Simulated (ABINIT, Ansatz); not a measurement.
# How the form of the self-energy moves the gap of CsLiMoO4 (F-43m), part 2 of 2

Wanted: the gap of CsLiMoO4 (F-43m) under several approximations, with cost.

ABINIT 10.8.3; LDA and many-body steps on it, plane waves. Known limits of the many-body steps: not at the basis limit; no spin-orbit coupling; coarse k mesh.

So far. Step 5 (G0W0, Hybertsen-Louie plasmon pole): Against G0W0 in ABINIT (2×2×2 mesh, 122 bands, screening to 114.3 eV, Godby-Needs plasmon pole), the gap moves by +0.315 eV. Step 6 (G0W0, Engel-Farid plasmon pole): Against G0W0 in ABINIT (2×2×2 mesh, 122 bands, screening to 114.3 eV, Godby-Needs plasmon pole), the gap moves by −0.009 eV.

**7. One-shot Hartree-Fock**

This step: one-shot Hartree-Fock on LDA, plane waves, norm-conserving pseudopotentials.

File run.abi:

```
acell 3*1.0 Angstrom
rprim 
  0.000000000000 4.196030970000 4.196030970000
  4.196030970000 -0.000000000000 4.196030970000
  4.196030970000 4.196030970000 0.000000000000
ntypat 4
znucl 55 3 42 8
natom 7
typat 1 2 3 4 4 4 4
xred 
  0.750000000000 0.750000000000 0.750000000000
  0.500000000000 0.500000000000 0.500000000000
  0.250000000000 0.250000000000 0.250000000000
  0.886367480000 0.371210840000 0.371210840000
  0.371210840000 0.371210840000 0.886367480000
  0.371210840000 0.886367480000 0.371210840000
  0.371210840000 0.371210840000 0.371210840000
pp_dirpath "pseudos"
pseudos "Cs.upf, Li.upf, Mo.upf, O.upf"
ecut 36
ngkpt 2 2 2
nshiftk 1
shiftk 0 0 0
kptopt 1
chksymbreak 0
istwfk *1
occopt 1
irdwfk 1
optdriver 4
nband 29
gwcalctyp 5
ecutsigx 36
symsigma 1
nkptgw 3
kptgw 
  0.5000000000 0.0000000000 0.0000000000
  0.5000000000 0.5000000000 0.0000000000
  0.0000000000 0.0000000000 0.0000000000
bdgw 
  23 27
  24 27
  23 28
ixc_sigma 40
fftgw 31
indata_prefix "in"
outdata_prefix "out"
tmpdata_prefix "tmp"
```

Started as:

```sh
OMP_NUM_THREADS=1 mpirun -n 4 abinit run.abi > log
```

Numbers of over 12 decimals in the logs are rounded to 6 here.

Output:

```text
.Version 10.8.3 of ABINIT. v10.8.2 released Aug 2026.

 Symmetries : space group F-4 3 m (#216); Bravais cF (face-center cubic)
[... echo of the input left out ...]
== DATASET  1 ==================================================================
-   mpi_nproc: 4, omp_nthreads: 1 (-1 if OMP is not activated)

--- !DatasetInfo
iteration_state: {dtset: 1, }
dimensions: {natom: 7, nkpt: 3, mband: 29, nsppol: 1, nspinor: 1, nspden: 1, mpw: 10326, }
cutoff_energies: {ecut:  36.0, pawecutdg:  -1.0, }
[...]
Minimum direct gap =  13.1829 [eV], located at k-point      :   0.0000  0.0000  0.0000
   Fundamental gap    =  13.1803 [eV], Top of valence bands at :   0.5000  0.0000  0.0000
                                       Bottom of conduction at :   0.0000  0.0000  0.0000

== END DATASET(S) ==============================================================
================================================================================

 -outvars: echo values of variables after computation  --------
           etotal      0.0000000000E+00
            nband          29
             nkpt           3
          spgroup         216
 [... the other variables as echoed above ...]

 Calculation completed.
```

It took 5.9 s on 4 MPI ranks of Arm Neoverse V1, shared host; peak memory 0.32 GiB.

This step gave:

* quasiparticle gap on the points computed: 13.18 eV
* starting gap on the mesh: 4.433 eV
* k of the valence top: 0.5, 0, 0
* k of the conduction bottom: 0, 0, 0
* least direct quasiparticle gap on the computed points: 13.18 eV

Against G0W0 in ABINIT (2×2×2 mesh, 122 bands, screening to 114.3 eV, Godby-Needs plasmon pole), the gap moves by +7.023 eV.

**8. Screening, 2×2×2 mesh, 122 bands, screening to 114.3 eV**

This step: RPA screening on LDA, plane waves, norm-conserving pseudopotentials.

Edit run.abi of step 7 so:

```diff
@@ -28,18 +28,14 @@
 irdwfk 1
-optdriver 4
-nband 29
-gwcalctyp 5
-ecutsigx 36
-symsigma 1
-nkptgw 3
-kptgw 
-  0.5000000000 0.0000000000 0.0000000000
-  0.5000000000 0.5000000000 0.0000000000
-  0.0000000000 0.0000000000 0.0000000000
-bdgw 
-  23 27
-  24 27
-  23 28
-ixc_sigma 40
-fftgw 31
+optdriver 3
+nband 122
+ecuteps 4.2
+inclvkb 2
+awtr 1
+symchi 1
+gwcalctyp 2
+nfreqre 16
+freqremax 40 eV
+nfreqim 8
+spmeth 1
+nomegasf 120
 indata_prefix "in"
```

Output:

```text
.Version 10.8.3 of ABINIT. v10.8.2 released Aug 2026.

 Symmetries : space group F-4 3 m (#216); Bravais cF (face-center cubic)
[... echo of the input left out ...]
== DATASET  1 ==================================================================
-   mpi_nproc: 4, omp_nthreads: 1 (-1 if OMP is not activated)

--- !DatasetInfo
iteration_state: {dtset: 1, }
dimensions: {natom: 7, nkpt: 3, mband: 122, nsppol: 1, nspinor: 1, nspden: 1, mpw: 10326, }
cutoff_energies: {ecut:  36.0, pawecutdg:  -1.0, }
electrons: {nelect:   5.00000000E+01, charge:   0.00000000E+00, occopt:   1.00000000E+00, tsmear:   1.00000000E-02, }

 SCREENING: Calculation of the susceptibility and dielectric matrices

 Based on a program developped by R.W. Godby, V. Olevano, G. Onida, and L. Reining.
 Incorporated in ABINIT by V. Olevano, G.-M. Rignanese, and M. Torrent.
.Using double precision arithmetic ; gwpc =  8

[... cell and pseudopotentials left out ...]
--------------------------------------------------------------------------------

 ==== K-mesh for the wavefunctions ====
 Number of points in the irreducible wedge :     3
[... list of points left out ...]
 Together with 24 symmetry operations and time-reversal symmetry
 yields     8 points in the full Brillouin Zone.

 ==== Q-mesh for the screening function ====
 Number of points in the irreducible wedge :     3
[... list of points left out ...]
 Together with 24 symmetry operations and time-reversal symmetry
 yields     8 points in the full Brillouin Zone.

 setmesh: FFT mesh size selected  =    45x   45x   45
          total number of points  =        91125

 vcoul_init : cutoff-mode = AUXILIARY_FUNCTION
 q-points for optical limit:   1
     1)      0.000010    0.000020    0.000030

- screening: taking advantage of time-reversal symmetry
- Maximum band index for partially occupied states nbvw = 25
- Remaining bands to be divided among processors   nbcw = 97
- Number of bands treated by each node ~24

 Number of electrons calculated from density =   50.0000; Expected =   50.0000
 average of density, n =  0.050145
 r_s =    1.6823
 omega_plasma =   21.6008 [eV]

 calculating chi0 at frequencies [eV] :
  1    0.000000E+00    0.000000E+00
  2    2.666667E+00    0.000000E+00
  3    5.333333E+00    0.000000E+00
[...]
23    0.000000E+00    5.501341E+01
 24    0.000000E+00    7.745948E+01

--------------------------------------------------------------------------------
  q-point number  1        q = ( 0.000000, 0.000000, 0.000000) [r.l.u.]
--------------------------------------------------------------------------------
[... chi0 elements left out ...]
  [... further frequencies ...]

 No. of calculated frequencies >  15, stop printing
 For q-point:  0.000010 0.000020 0.000030
  dielectric constant =   2.4871
  dielectric constant without local fields =   3.3258

  Average fulfillment of the sum rule on Im[epsilon] for q-point    1 :     51.02  [%]
[... wings left out ...]
  q-point number  2        q = ( 0.500000, 0.000000, 0.000000) [r.l.u.]
--------------------------------------------------------------------------------
[... chi0 elements left out ...]
  [... further frequencies ...]

 No. of calculated frequencies >  15, stop printing
  Average fulfillment of the sum rule on Im[epsilon] for q-point    2 :     58.21  [%]

 [... 1 further q-points ...]
```

It took 44 s on 4 MPI ranks; peak memory 3 GiB.

Numbers from this step:

| Property | Result |
| --- | --- |
| ε∞ with local fields, on this mesh, along the program's q direction | 2.487 |
| the same without local fields | 3.326 |
| plasma frequency | 21.60 eV |
| plane waves in the screening matrix | 411 |

**9. G0W0, contour deformation**

This step: G0W0 on LDA, plane waves, norm-conserving pseudopotentials.

Edit run.abi of step 8 so:

```diff
@@ -28,14 +28,18 @@
 irdwfk 1
-optdriver 3
+optdriver 4
 nband 122
+gwcalctyp 2
+ecutsigx 36
+symsigma 1
+nkptgw 3
+kptgw 
+  0.5000000000 0.0000000000 0.0000000000
+  0.5000000000 0.5000000000 0.0000000000
+  0.0000000000 0.0000000000 0.0000000000
+bdgw 
+  23 27
+  24 27
+  23 28
 ecuteps 4.2
-inclvkb 2
-awtr 1
-symchi 1
-gwcalctyp 2
-nfreqre 16
-freqremax 40 eV
-nfreqim 8
-spmeth 1
-nomegasf 120
+irdscr 1
 indata_prefix "in"
```

Output:

```text
.Version 10.8.3 of ABINIT. v10.8.2 released Aug 2026.

 Symmetries : space group F-4 3 m (#216); Bravais cF (face-center cubic)
[... echo of the input left out ...]
== DATASET  1 ==================================================================
-   mpi_nproc: 4, omp_nthreads: 1 (-1 if OMP is not activated)

--- !DatasetInfo
iteration_state: {dtset: 1, }
dimensions: {natom: 7, nkpt: 3, mband: 122, nsppol: 1, nspinor: 1, nspden: 1, mpw: 10326, }
cutoff_energies: {ecut:  36.0, pawecutdg:  -1.0, }
[...]
Minimum direct gap =   6.1796 [eV], located at k-point      :   0.0000  0.0000  0.0000
   Fundamental gap    =   6.1744 [eV], Top of valence bands at :   0.5000  0.0000  0.0000
                                       Bottom of conduction at :   0.0000  0.0000  0.0000

== END DATASET(S) ==============================================================
================================================================================

 -outvars: echo values of variables after computation  --------
           etotal      0.0000000000E+00
            nband         122
             nkpt           3
          spgroup         216
 [... the other variables as echoed above ...]

 Calculation completed.
```

Wall time 15 s (4 MPI ranks); peak memory 1.7 GiB; 60 s of CPU time.

This step gave:

```yaml
g0w0_gap_on_the_points_computed: 6.175 eV
starting_gap_on_the_mesh: 4.433 eV
k_of_the_valence_top: 0.5, 0, 0
k_of_the_conduction_bottom: 0, 0, 0
least_direct_g0w0_gap_on_the_computed_points: 6.18 eV
```

Against G0W0 in ABINIT (2×2×2 mesh, 122 bands, screening to 114.3 eV, Godby-Needs plasmon pole), the gap moves by +0.018 eV.

**10. Side by side**

Times are wall times on 4 MPI ranks of Arm Neoverse V1, shared host, good to a factor of about two. A run's time includes the screening step that it read.

```csv
run,mesh,bands,screening cutoff (eV),DFT gap (eV),gap on the mesh (eV),direct (eV),ε∞ used,time
"G0W0, Godby-Needs plasmon pole",2×2×2,122,114.3,4.433,6.157,6.162,2.48,55 s
"G0W0, Hybertsen-Louie plasmon pole",2×2×2,122,114.3,4.433,6.472,6.479,2.48,55 s
"G0W0, Engel-Farid plasmon pole",2×2×2,122,114.3,4.433,6.148,6.154,2.48,47 s
one-shot Hartree-Fock,2×2×2,-,-,4.433,13.180,13.183,-,5.9 s
"G0W0, contour deformation",2×2×2,122,114.3,4.433,6.175,6.180,2.49,59 s
```

**11. Results**

```json
{
 "G0W0, Godby-Needs plasmon pole": "6.157 eV",
 "G0W0, Hybertsen-Louie plasmon pole": "6.472 eV",
 "G0W0, Engel-Farid plasmon pole": "6.148 eV",
 "one-shot Hartree-Fock": "13.180 eV",
 "G0W0, contour deformation": "6.175 eV",
 "known limits": "not at the basis limit; no spin-orbit coupling; coarse k mesh"
}
```

What this shows: G0W0, Hybertsen-Louie plasmon pole: +0.315 eV against G0W0, Godby-Needs plasmon pole. G0W0, Engel-Farid plasmon pole: −0.009 eV against G0W0, Godby-Needs plasmon pole. One-shot Hartree-Fock: +7.023 eV against G0W0, Godby-Needs plasmon pole. G0W0, contour deformation: +0.018 eV against G0W0, Godby-Needs plasmon pole. Bare exchange alone opens the gap to 13.18 eV; against G0W0, correlation takes back 7.02 eV. Bands and cutoff are finite, so the gap is not at the basis limit. The miss can reach some tenths of an eV and take either sign; the mesh is an error of its own. The 2×2×2 mesh is coarse for this cell, which bears on the long-range parts of exchange and screening. The many-body steps are scalar-relativistic: spin-orbit coupling is not in them.

[Paths, hosts, dates, memory and timing lines, banners, echoed tables and standing remarks are left out of the program output.]

[Logs are printed without paths, hosts, clocks, repeated set-up lines and the standing remarks that a program may print on its own settings, such as how far it seeks lower states.]

[Runs of the session that timed out or met a known fault of the program may be left out.]

[Hosts, paths, dates, database ids (printed as entryN), source tags and the programs' standing remarks are cut or masked in the printed files.]

[G0W0 gaps are taken among the corrected bands and points alone; a level outside them can change the order at an edge.]

[Where Ansatz stands beside ABINIT at settings called matched, ABINIT's density can come from a denser mesh and the files from another edition; pairs whose starting gaps differed by over 0.03 eV were left out, so agreement reads better than it is.]
